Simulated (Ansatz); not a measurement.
# Lattice dynamics of YHg (Pm-3m)

Task: relax YHg (Pm-3m), then find its harmonic phonons.

Calculated with Ansatz 0.2.0; DFT PBEsol, scalar-relativistic, plane waves, PAW; PAW set soft_1.

### 1. Set-up

It takes space group Pm-3m (No. 221, cubic). Conventional cell: a = 3.680 Å, b = 3.680 Å, c = 3.680 Å, α = 90.00°, β = 90.00°, γ = 90.00°. Nearest to Y lie 8 Hg at 3.19 Å. Nearest to Hg lie 8 Y at 3.19 Å. Farther neighbours are not listed.

### 2. Bringing the structure to rest

Harmonic phonons are second derivatives at a point where the forces vanish, and they are wanted at zero stress, so atoms and cell are relaxed first.

Contents of input.yaml:

```yaml
crystal:
  lattice:
    - [3.68, 0.0, 0.0]
    - [0.0, 3.68, 0.0]
    - [0.0, 0.0, 3.68]
  atoms:
    - { symbol: "Y", position: [0.5, 0.5, 0.5] }
    - { symbol: Hg, position: [0.0, 0.0, 0.0] }
kpoints:
  mp_grid: { grid: [12, 12, 12] }
hamiltonian:
  xc: pbesol
  pseudopotentials: { kind: paw, azcp: { folder: soft_1 }, xc_functional: pbe }
scf:
  occupations: { method: gaussian, width: 0.1 }
output:
  forces: true
  stress: true
  eigenvalues: true
  write_density: true
  write_potential: true
  elf: true
  volumetric_format: npy
relax:
  adjacent_minimum: "off"
  f_tol: 0.005
  max_steps: 80
  cell: { stress_tol: 0.05 }
```

On the command line:

```
ansatz run input.yaml --threads 4 --pin off --max-ram 10240MiB --backend cpu --events-out ev --progress --plain --runs-dir out
```

Numbers of over 12 decimals in the logs are rounded to 6 here.

The log of the run:

```text
Engine: ansatz 0.2.0, aarch64-unknown-linux-gnu
Pseudopotentials: kind: paw
Pseudopotential: Y, paw, valence charge 11, recommended cutoff 420 eV (normal), soft_1/Y.paw.azcp
Pseudopotential: Hg, paw, valence charge 20, recommended cutoff 420 eV (normal), soft_1/Hg.paw.azcp
Functional definition: PBEsol
  exchange = pbesol_x
  correlation = pbesol_c
Crystal: 2 atoms, lattice volume = 49.836 Å³
Basis set: ecut = 420 eV, 949 PW (Γ), exchange–correlation on 50×50×50 points (8 copies of the dense FFT grid, shifted against one another)
Bands: 20, of which v1, the nominal top of the filled ones, is band 16 counted from 1 (15 counted from 0)
Symmetry: 48 space group operations
Space group: Pm-3m (ITA 221), of the structure as read, at distance tolerance 3.7e-5 Å
k-points: 84 of 1728
Non-local potential: Y, projectors of the file, l = 0: 3, l = 1: 2, l = 2: 2, l = 3: 1
Non-local potential: Hg, projectors of the file, l = 0: 3, l = 1: 2, l = 2: 2, l = 3: 1
PAW form: soft (Blöchl's): semilocal exchange-correlation on the pseudo side does not see the compensation charge
PAW frozen core: Y, regenerated for the run's functional, and the local potential with it (the file was generated under x = pbe(κ = 0.804, μ = 0.219515), c = pbe(β = 0.066725))
PAW frozen core: Hg, regenerated for the run's functional, and the local potential with it (the file was generated under x = pbe(κ = 0.804, μ = 0.219515), c = pbe(β = 0.066725))
PAW one-centre angular grid: Y, 590 points (default); XC on 64 Gauss nodes
PAW one-centre angular grid: Hg, 590 points (default); XC on 64 Gauss nodes
Initial density: superposition of atomic densities (chi_scale 0.1, normalization cell, long waves kept (reshape's long-wave potential 0.00 eV rms))
Initial wavefunctions: pseudopotential atomic-orbital guess
Functional: x = pbesol(κ = 0.804, μ = 0.123457), c = pbesol(β = 0.046)
SCF iter   1: F=—  HF=-17468.557681 eV  |F-HF|=—  |Δ(HF+E_count)|=         —  Δρ=1.02e-1  dr2=9.42e0  ethr=3.10e-3  ⟨swp⟩=4.6  Hψ=6560  notcnv=0
preconditioner: auto → Kerker (q_TF=auto, 2.521 Å⁻¹)  [metal: Δε(μ)=0.019 eV  Ē_g=6.000 eV  σ=0.100 eV  W_gap=0.11  n_scr=18 (ndim 8)  ℏωp=20.4 eV  f_vac=0.000  D(μ)=3.86/eV (n_scr^D=32)]
SCF iter   2: F=—  HF=-17466.515461 eV  |F-HF|=—  |Δ(HF+E_count)|=    2.04e0  Δρ=2.87e-2  dr2=8.42e-1  ethr=3.10e-3  ⟨swp⟩=2.6  Hψ=4021  notcnv=0
SCF iter   3: F=—  HF=-17466.303092 eV  |F-HF|=—  |Δ(HF+E_count)|=   2.12e-1  Δρ=1.14e-2  dr2=8.09e-2  ethr=2.72e-3  ⟨swp⟩=2.0  Hψ=2620  notcnv=0
SCF iter   4: F=—  HF=-17466.294419 eV  |F-HF|=—  |Δ(HF+E_count)|=   8.67e-3  Δρ=3.15e-3  dr2=3.81e-3  ethr=2.61e-4  ⟨swp⟩=2.1  Hψ=2744  notcnv=0
SCF iter   5: F=—  HF=-17466.293682 eV  |F-HF|=—  |Δ(HF+E_count)|=   7.37e-4  Δρ=3.46e-4  dr2=4.43e-5  ethr=1.23e-5  ⟨swp⟩=2.0  Hψ=2676  notcnv=0
SCF iter   6: F=—  HF=-17466.293687 eV  |F-HF|=—  |Δ(HF+E_count)|=   5.00e-6  Δρ=1.22e-4  dr2=8.54e-6  ethr=1.43e-7  ⟨swp⟩=2.7  Hψ=2642  notcnv=0
SCF iter   7: F=-17466.293686 eV  HF=-17466.293686 eV  |F-HF|=2.83e-8  |Δ(HF+E_count)|=   1.18e-6  Δρ=1.14e-5  dr2=7.62e-8  ethr=3.23e-10  ⟨swp⟩=7.5  Hψ=10957  notcnv=0
SCF 1 converged in 7 iterations: F = -17466.293686 eV  dr2 = 7.62e-8
  greatest PAW one-centre occupation: 1.000 electrons in one spin orbital (limit 2), on the Hg atom at site 1 (counted from 0), in its partial waves of l = 0
relax step   1: F+E_penalty+E_count = -17466.29368607 eV  Δ(F+E_penalty+E_count) = +0.000e0 eV  max|allowed force component| = 1.052e-30 eV/Å  Δτ_max = 0.0000 Å  P = -0.845 GPa  Ω = 49.836 Å³  (7 SCF iters, dr2 threshold 1.00e-7 eV, accepted)
Crystal: 2 atoms, lattice volume = 48.878 Å³
Initial density: handed on by an earlier stage of this run
Initial wavefunctions: those handed on with the density
iter 1 solved again at ethr=1.57e-5 eV; its pass at ethr=3.10e-3 eV (dr2=4.86e-3 eV) is discarded
SCF iter   1: F=—  HF=-17466.296194 eV  |F-HF|=—  |Δ(HF+E_count)|=         —  Δρ=2.09e-3  dr2=4.85e-3  ethr=1.57e-5  ⟨swp⟩=1.2  Hψ=8423  notcnv=0
preconditioner: auto → Kerker (q_TF=auto, 2.529 Å⁻¹)  [metal: Δε(μ)=0.006 eV  Ē_g=13.213 eV  σ=0.100 eV  W_gap=0.04  n_scr=18 (ndim 8)  ℏωp=24.3 eV  f_vac=0.000  D(μ)=2.27/eV (n_scr^D=18)]
SCF iter   2: F=—  HF=-17466.295045 eV  |F-HF|=—  |Δ(HF+E_count)|=   1.15e-3  Δρ=9.48e-4  dr2=1.10e-3  ethr=1.57e-5  ⟨swp⟩=2.2  Hψ=2264  notcnv=0
SCF iter   3: F=—  HF=-17466.294711 eV  |F-HF|=—  |Δ(HF+E_count)|=   3.34e-4  Δρ=2.86e-4  dr2=5.86e-5  ethr=3.55e-6  ⟨swp⟩=2.0  Hψ=2229  notcnv=0
SCF iter   4: F=—  HF=-17466.294704 eV  |F-HF|=—  |Δ(HF+E_count)|=   7.49e-6  Δρ=5.06e-5  dr2=8.76e-7  ethr=1.89e-7  ⟨swp⟩=2.3  Hψ=2391  notcnv=0
SCF iter   5: F=-17466.294704 eV  HF=-17466.294704 eV  |F-HF|=1.92e-8  |Δ(HF+E_count)|=   7.63e-8  Δρ=9.90e-6  dr2=5.10e-8  ethr=6.45e-10  ⟨swp⟩=9.0  Hψ=10904  notcnv=0
SCF 2 converged in 5 iterations: F = -17466.294704 eV  dr2 = 5.10e-8
relax step   2: F+E_penalty+E_count = -17466.29470368 eV  Δ(F+E_penalty+E_count) = -1.018e-3 eV  max|allowed force component| = 5.522e-30 eV/Å  Δτ_max = 0.0000 Å  P = +0.582 GPa  Ω = 48.878 Å³  energy of the carried Pulay correction = +1.550e-4 eV  (5 SCF iters, dr2 threshold 2.00e-7 eV, accepted)
Crystal: 2 atoms, lattice volume = 49.264 Å³
iter 1 solved again at ethr=1.85e-6 eV; its pass at ethr=3.10e-3 eV (dr2=5.73e-4 eV) is discarded
SCF iter   1: F=—  HF=-17466.295574 eV  |F-HF|=—  |Δ(HF+E_count)|=         —  Δρ=8.45e-4  dr2=8.04e-4  ethr=1.85e-6  ⟨swp⟩=2.4  Hψ=8244  notcnv=0
preconditioner: auto → Kerker (q_TF=auto, 2.526 Å⁻¹)  [metal: Δε(μ)=0.011 eV  Ē_g=13.226 eV  σ=0.100 eV  W_gap=0.06  n_scr=18 (ndim 8)  ℏωp=24.2 eV  f_vac=0.000  D(μ)=2.07/eV (n_scr^D=18)]
SCF iter   2: F=—  HF=-17466.295387 eV  |F-HF|=—  |Δ(HF+E_count)|=   1.87e-4  Δρ=3.86e-4  dr2=1.85e-4  ethr=1.85e-6  ⟨swp⟩=2.1  Hψ=2208  notcnv=0
SCF iter   3: F=—  HF=-17466.295326 eV  |F-HF|=—  |Δ(HF+E_count)|=   6.03e-5  Δρ=1.15e-4  dr2=1.00e-5  ethr=5.96e-7  ⟨swp⟩=2.0  Hψ=2214  notcnv=0
SCF iter   4: F=-17466.295324 eV  HF=-17466.295324 eV  |F-HF|=5.21e-8  |Δ(HF+E_count)|=   2.48e-6  Δρ=2.14e-5  dr2=1.61e-7  ethr=6.45e-10  ⟨swp⟩=7.5  Hψ=11610  notcnv=0
SCF 3 converged in 4 iterations: F = -17466.295324 eV  dr2 = 1.61e-7
relax step   3: F+E_penalty+E_count = -17466.29532372 eV  Δ(F+E_penalty+E_count) = -6.200e-4 eV  max|allowed force component| = 6.640e-30 eV/Å  Δτ_max = 0.0000 Å  P = -0.011 GPa  Ω = 49.264 Å³  energy of the carried Pulay correction = +9.215e-5 eV  (4 SCF iters, dr2 threshold 2.00e-7 eV, accepted)
Initial wavefunctions: pseudopotential atomic-orbital guess (no wavefunctions were taken with the density)
iter 1 solved again at ethr=4.82e-9 eV; its pass at ethr=3.10e-3 eV (dr2=1.50e-6 eV) is discarded
SCF iter   1: F=—  HF=-17466.295227 eV  |F-HF|=—  |Δ(HF+E_count)|=         —  Δρ=2.61e-5  dr2=1.53e-7  ethr=4.82e-9  ⟨swp⟩=4.2  Hψ=12032  notcnv=0
preconditioner: auto → Kerker (q_TF=auto, 2.526 Å⁻¹)  [metal: Δε(μ)=0.023 eV  Ē_g=13.208 eV  σ=0.100 eV  W_gap=0.13  n_scr=18 (ndim 8)  ℏωp=24.2 eV  f_vac=0.000  D(μ)=2.12/eV (n_scr^D=18)]
SCF iter   2: F=—  HF=-17466.295228 eV  |F-HF|=—  |Δ(HF+E_count)|=   1.54e-6  Δρ=1.49e-5  dr2=5.53e-8  ethr=4.94e-10  ⟨swp⟩=1.1  Hψ=1685  notcnv=0
SCF iter   3: F=—  HF=-17466.295228 eV  |F-HF|=—  |Δ(HF+E_count)|=   1.15e-9  Δρ=1.93e-6  dr2=2.92e-9  ethr=1.78e-10  ⟨swp⟩=2.1  Hψ=2209  notcnv=0
SCF iter   4: F=—  HF=-17466.295228 eV  |F-HF|=—  |Δ(HF+E_count)|=  4.44e-10  Δρ=3.85e-7  dr2=1.30e-10  ethr=9.41e-12  ⟨swp⟩=2.0  Hψ=1868  notcnv=0
SCF iter   5: F=-17466.295228 eV  HF=-17466.295228 eV  |F-HF|=1.09e-11  |Δ(HF+E_count)|=  2.55e-11  Δρ=1.61e-7  dr2=9.79e-12  ethr=1.00e-12  ⟨swp⟩=5.8  Hψ=6780  notcnv=0
SCF 4 converged in 5 iterations: F = -17466.295228 eV  dr2 = 9.79e-12
relax step   4: F+E_penalty+E_count = -17466.29522818 eV  Δ(F+E_penalty+E_count) = +9.554e-5 eV  max|allowed force component| = 7.363e-30 eV/Å  Δτ_max = 0.0000 Å  P = -0.011 GPa  Ω = 49.264 Å³  stress off target by 1.11e-2 GPa  SCF on the basis re-selected at this cell (its energy is not comparable with the rows above)  (5 SCF iters)
basis re-selected at this cell: Δ(F+E_penalty+E_count) = +9.554e-5 eV, ΔP = -0.000 GPa vs the last step (what re-selecting the basis moved, of the pressure what is left beyond the Pulay correction that the steps carried, after the strain that the cell walked since its last selection, with what the two solves' SCF thresholds leave and, on support functions, any second-order correction that the steps lacked; it is no m [...]
SCF converged after 5 iterations
Free energy (F): -17466.295228 eV
Harris-Foulkes:  -17466.295228 eV  (|F-HF|=1.09e-11)
Internal energy: -17466.284622 eV  (E = F + TS)
E sigma→0 (E₀):  -17466.289925 eV
Entropy (-TS):   -0.010607 eV (-5.303 meV/atom)
Fermi energy:    13.990320 eV
--- Per-component energies (eV) ---
  E_band       = -492.899608
  E_kinetic    = 891.470830
  E_local      = -3275.974844  (includes V_loc(G=0)·N_el)
  E_nonlocal   = 111.508888
  E_hartree    = 1365.205029
  E_xc         = -387.911232
  E_vxc        = -456.264175  (∫ρ·V_xc dr)
  E_paw        = -12574.779439  (= ΣΔE_a)
  E_vpaw       = -494.050988  (= ΣTr[D̂ρ^β])
  E_aug_tail   = 0.000418  (compensation charges beyond the density's cutoff)
  E_ewald      = -3596.281755
  E_core_change = 0.477483  (= ΣΔE_core)
  E_smearing   = -0.010607  (= −TS)
  E_closure    = -0.000000  (closes the sum)
  Σ components = -17466.295228   (vs F -17466.295228, Δ=0.00e0)
--- Forces (eV/Å), atoms counted from 1 ---
  atom   1  Y     -0.00000000     0.00000000    -0.00000000
  atom   2  Hg    -0.00000000    -0.00000000     0.00000000
  max |Σ_I F_I| component: 1.05e-29 eV/Å
--- Stress (GPa, compression-positive) ---
       -0.011146      -0.000000       0.000000
       -0.000000      -0.011146      -0.000000
        0.000000      -0.000000      -0.011146
  P = ⅓ Tr σ = -0.0111 GPa (-0.111 kbar)
--- Band table (eV; the first three rows and the last of 84) ---
  k-point 0: bands = [... 12 lower, 6.8123, 6.8123, 14.2476, 14.2476, 17.8661, 17.8661, 17.8661, 18.4690]
  k-point 1: bands = [... 12 lower, 6.8045, 6.8167, 14.2150, 14.2298, 17.2317, 17.2317, 17.8473, 17.9942]
  k-point 2: bands = [... 12 lower, 6.7832, 6.8287, 13.9605, 14.1806, 16.4842, 16.4842, 17.3316, 17.7961]
  k-point 83: bands = [... 12 lower, 7.2462, 11.9505, 11.9505, 11.9505, 12.0970, 18.9646, 18.9646, 19.4649]
--- Relaxed structure (3 steps of the walk, 3 accepted, 1 SCFs on fresh bases) ---
  F+E_penalty+E_count = -17466.29522818 eV   max|allowed force component| = 7.363e-30 eV/Å   (the final SCF, on the basis selected at the relaxed cell)
  cell:  # Å, volume = 49.2639 Å³
    - [3.665864, 0, 0]
    - [0, 3.665864, 0.0]
    - [0, 0.0, 3.665864]
  atoms:
    - { symbol: Y, position: [0.500000, 0.500000, 0.500000] }
    - { symbol: Hg, position: [0, 0, 0] }
```

Run time: 5.5 s. Hardware: 4 threads of Arm Neoverse V1, shared host; peak memory 0.41 GiB; 20 s of CPU time.

The steps of the relaxation:

```tsv
step	energy less that of the first step (eV)	largest force component (eV/Å)	pressure (GPa)	volume (Å³)
1	0.0000	0.0000	-0.84	49.84
2	-0.0010	0.0000	0.58	48.88
3	-0.0016	0.0000	-0.01	49.26
4*	-0.0015	0.0000	-0.01	49.26
```

Relaxation steps marked * repeat the geometry before them on a plane-wave basis chosen anew for their cell, so energy and pressure can jump there.

Forces are held to the 48 operations that the run works with; a distortion that breaks them can't arise in this run.

```tsv
conventional cell, symmetrised	before	after	change
a (Å)	3.680	3.666	-0.4 %
b (Å)	3.680	3.666	-0.4 %
c (Å)	3.680	3.666	-0.4 %
volume (Å³/atom)	24.92	24.63	-1.1 %
```

The relaxed structure:

```xyz
2
Lattice="3.6659 0.0000 0.0000 0.0000 3.6659 0.0000 0.0000 0.0000 3.6659" Properties=species:S:1:pos:R:3 pbc="T T T"
Y     1.8329    1.8329    1.8329
Hg    0.0000    0.0000    0.0000
```

This step gave:

* pressure: -0.01115 GPa
* volume per atom: 24.63 Å³
* gap on the k-mesh: 0 eV

ELF in the ac plane at fractional y = 0.500, with atoms of Y within 0.2 Å of it. It is the smooth field of the valence electrons, not physical close to the nuclei.

Values, 14 rows by 14 columns, each cell a mean:
```
0.30 0.31 0.31 0.29 0.23 0.15 0.10 0.09 0.11 0.17 0.25 0.30 0.31 0.30
0.31 0.31 0.29 0.22 0.14 0.09 0.08 0.07 0.08 0.10 0.15 0.24 0.30 0.31
0.32 0.30 0.22 0.13 0.11 0.17 0.26 0.30 0.24 0.14 0.11 0.16 0.24 0.30
0.29 0.23 0.13 0.12 0.29 0.56 0.73 0.76 0.70 0.49 0.23 0.11 0.15 0.25
0.21 0.15 0.10 0.22 0.57 0.81 0.85 0.85 0.85 0.77 0.49 0.14 0.10 0.17
0.15 0.10 0.09 0.37 0.75 0.85 0.76 0.70 0.80 0.85 0.70 0.24 0.08 0.11
0.12 0.08 0.09 0.45 0.79 0.83 0.62 0.47 0.70 0.85 0.76 0.30 0.07 0.09
0.13 0.09 0.09 0.41 0.77 0.84 0.71 0.62 0.76 0.85 0.73 0.26 0.08 0.10
0.19 0.13 0.09 0.27 0.64 0.83 0.84 0.83 0.85 0.81 0.56 0.17 0.09 0.15
0.27 0.21 0.12 0.14 0.35 0.64 0.77 0.79 0.75 0.57 0.29 0.11 0.14 0.23
0.32 0.28 0.19 0.12 0.14 0.27 0.41 0.45 0.37 0.22 0.12 0.13 0.22 0.29
0.32 0.31 0.28 0.19 0.12 0.09 0.09 0.09 0.09 0.10 0.13 0.22 0.29 0.31
0.30 0.31 0.31 0.28 0.21 0.13 0.09 0.08 0.10 0.15 0.23 0.30 0.31 0.31
0.29 0.30 0.32 0.32 0.27 0.19 0.13 0.12 0.15 0.21 0.29 0.32 0.31 0.30
```
Columns run along a (3.7 Å), rows up along c (3.7 Å). Atoms in or near the plane, at fractional coordinates: Y at (0.50, 0.50).

Electrostatic potential energy in the ac plane at fractional y = 0.500, with atoms of Y within 0.2 Å of it. With pseudopotentials it is smooth inside the atoms' cores, unlike the true potential.

Values in eV, 14 rows by 14 columns, each cell a mean:
```
 17  17  17  16  15  14  13  13  13  14  15  16  17  17
 17  17  16  15  13  12  10  10  11  12  14  15  16  17
 16  16  15  13  10   7   3   2   4   8  11  13  15  16
 16  15  13   9   3  -7 -17 -19 -14  -4   5  11  14  15
 15  14  11   5  -7 -24 -35 -37 -32 -20  -4   8  12  14
 14  13   9   0 -19 -36 -43 -44 -42 -32 -14   4  11  13
 14  12   9  -3 -24 -40 -45 -45 -44 -37 -19   2  10  13
 14  13   9  -2 -21 -38 -44 -45 -43 -35 -17   3  10  13
 15  14  11   3 -11 -28 -38 -40 -36 -24  -7   7  12  14
 15  15  13   8   1 -11 -21 -24 -19  -7   3  10  13  15
 16  16  14  12   8   3  -2  -3   0   5   9  13  15  16
 17  16  16  14  13  11   9   9   9  11  13  15  16  17
 17  17  16  16  15  14  13  12  13  14  15  16  17  17
 17  17  17  16  15  15  14  14  14  15  16  16  17  17
```
Columns run along a (3.7 Å; values clipped at the 3rd and 97th percentile), rows up along c (3.7 Å). Atoms in or near the plane, at fractional coordinates: Y at (0.50, 0.50).

Valence density in the ac plane at fractional y = 0.500, with atoms of Y within 0.2 Å of it. It is the smooth field of the valence electrons, not physical close to the nuclei.

Ten even steps from '0' (0.1 e/Å³) to '9' (3.4 e/Å³), each cell a mean:
```
00000000000000
00000000000000
00000000000000
00000133210000
00002477631000
00013799962000
00014898973000
00014899973000
00002588741000
00001244320000
00000011100000
00000000000000
00000000000000
00000000000000
```
Columns run along a (3.7 Å), rows up along c (3.7 Å). Atoms in or near the plane, at fractional coordinates: Y at (0.50, 0.50).

In this step the volume went from 24.92 to 24.63 Å³/atom.

### 3. Relaxing to small forces for the phonons

Phonons need a cell at rest on their own settings, so the relaxation is repeated with tight tolerances on forces and stress on the k mesh and occupations of the first response run.

input.yaml, the sections that differ from step 2:

```yaml
crystal:
  lattice:
    - [3.6658637383, 0.0, 0.0]
    - [0.0, 3.6658637383, 0.0]
    - [0.0, 0.0, 3.6658637383]
  atoms:
    - { symbol: "Y", position: [0.5, 0.5, 0.5] }
    - { symbol: Hg, position: [0.0, 0.0, 0.0] }
scf:
  occupations: { method: methfessel_paxton, width: 0.2 }
output:
  forces: true
  stress: true
  eigenvalues: true
relax:
  adjacent_minimum: "off"
  f_tol: 0.001
  max_steps: 60
  cell: { stress_tol: 0.01 }
# kpoints, hamiltonian: as in step 2
```

The log of the run:

```text
[...]
Crystal: 2 atoms, lattice volume = 49.264 Å³
Basis set: ecut = 420 eV, 949 PW (Γ), exchange–correlation on 50×50×50 points (8 copies of the dense FFT grid, shifted against one another)
Bands: 20, of which v1, the nominal top of the filled ones, is band 16 counted from 1 (15 counted from 0)
Symmetry: 48 space group operations
[...]
k-points: 84 of 1728
[...]
k-point 83: bands = [... 12 lower, 7.2462, 11.9504, 11.9504, 11.9504, 12.0971, 18.9637, 18.9637, 19.4646]
--- Relaxed structure (1 steps of the walk, 1 accepted, 1 SCFs on fresh bases) ---
[...]
cell:  # Å, volume = 49.2639 Å³
    - [3.6658637383, 0.0, 0.0]
    - [0.0, 3.6658637383, 0.0]
    - [0.0, 0.0, 3.6658637383]
  atoms:
    - { symbol: Y, position: [0.5, 0.5, 0.5] }
    - { symbol: Hg, position: [0.0, 0.0, 0.0] }
[key lines of the parts left out:]
SCF converged after 6 iterations
Free energy (F): -17466.289282 eV
Fermi energy:    13.994332 eV
P = ⅓ Tr σ = -0.0089 GPa (-0.089 kbar)
```

Wall time 3 s (4 threads); peak memory 0.4 GiB; 11 s of CPU time.

Little changed from the start: no atom moved by 0.005 Å and no cell edge by 0.1 %.

Numbers from this step:

| Property | Result |
| --- | --- |
| pressure | -0.008934 GPa |

The forces vanish by symmetry and the pressure is -0.009 GPa, within the tolerances set. The cell now holds 24.63 Å³/atom.

(Part 1 of 2 ends here.)

[Logs are printed without paths, hosts, clocks, repeated set-up lines and the standing remarks that a program may print on its own settings, such as how far it seeks lower states.]

[Hosts, paths, dates, database ids (printed as entryN), source tags and the programs' standing remarks are cut or masked in the printed files.]
